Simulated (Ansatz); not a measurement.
The compound is WCl2 (1T sheet).

The cell holds 3 atoms: 1 W and 2 Cl. Cell: a = 3.069 Å, b = 3.069 Å, c = 30.112 Å, α = 90.0°, β = 90.0°, γ = 120.0°. Vacuum lies along c.

```xyz
3
Lattice="0.0000 2.1701 2.1701 2.1701 -2.1701 0.0000 17.3850 17.3850 -17.3850" Properties=species:S:1:pos:R:3
W     5.5298    5.5298   -5.5298
Cl    7.9739    5.8038   -5.8038
Cl    5.2559    5.2559   -3.0857
```

The structure was relaxed with PBEsol. The structure was generated from a model, not taken from a measurement. The runs that relaxed it are not among those shown. The program's search for lower electronic states was switched off, so nothing shows that the state found is the lowest. Spin-orbit coupling is left out unless a run names it. PAW set soft_2, made with PBE.

A constrained-RPA run (Ansatz 0.2.0; non-magnetic PBEsol; W t2g, bands v2 to c1, 6×6×1 mesh, medium accuracy) builds 3 functions on bands 5.3 eV wide, with 4.0 electrons in the window. The bare on-site interaction is 8.6 eV and the bare J 0.28 eV.

**Question.** What U and J survive the screening?

On the W t2g shell, U = 2.38 eV (28 % of the bare value), U′ = 1.96 eV, J = 0.18 eV.

The parent state is non-magnetic and the interaction static (zero frequency); U depends on the window and the orbitals, so it belongs to this model alone. Spin-orbit coupling, which is strong for atoms this heavy, is left out.

[Paths, hosts, dates, memory and timing lines, banners, echoed tables and standing remarks are left out of the program output.]

[Logs are printed without paths, hosts, clocks, repeated set-up lines and the standing remarks that a program may print on its own settings, such as how far it seeks lower states.]

[Runs of the session that timed out or met a known fault of the program may be left out.]

[Hosts, paths, dates, database ids (printed as entryN), source tags and the programs' standing remarks are cut or masked in the printed files.]
